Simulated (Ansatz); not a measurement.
# Does disorder add resistance in series? Cu(111) layers displaced at 500 K

Two lengths of the disordered region are known. What area resistance does the third give?

**Method.** Ansatz 0.2.0, plane waves with PAW datasets at their recommended cutoffs (420 eV for most), Fermi-Dirac smearing; ballistic transmission by layer matching. The area resistance is RA = A (h/2e²)(1/T − 1/N), with T the zone-mean transmission per spin and N the lead's channels, both averaged over a few energies near the Fermi level; for magnets each spin is taken apart, with h/e², and the two conduct in parallel. Lateral cell 2x2, PBE, a fresh random draw for each length. Atoms are displaced independently, by 0.0993 Å r.m.s. per direction; each RA is scaled by the nominal over the drawn mean square displacement.

The runs, with one result withheld:

```tsv
length (Å)	channels N	RA (fΩ m²)
8.35	3.210	0.0502
16.7	3.210	0.0868
25.0	3.210	?
```

**Fit on the rows shown.**

Ohm's law makes RA linear in the length: the slope is (0.0868 − 0.0502)/(16.7 − 8.35) = 4.38×10⁻³ fΩ m² per Å, or 4.4 µΩ cm. Then 0.0868 + 4.38×10⁻³ × 8.35. Predicted: 0.123 fΩ m².

What the run gave:

0.127 fΩ m², so the prediction is 3.2 % too low. The three lengths together give 4.6 µΩ cm. The two increments are 0.037 and 0.041 fΩ m², roughly as Ohm's law has it, though with one draw for each length that is a weak test.

Caveats: The scatterers repeat sideways with the small cell. The slope is a raw one; a model of isotropic scattering puts it 1.18 times the bulk value over these lengths.

[Logs are printed without paths, hosts, clocks, repeated set-up lines and the standing remarks that a program may print on its own settings, such as how far it seeks lower states.]
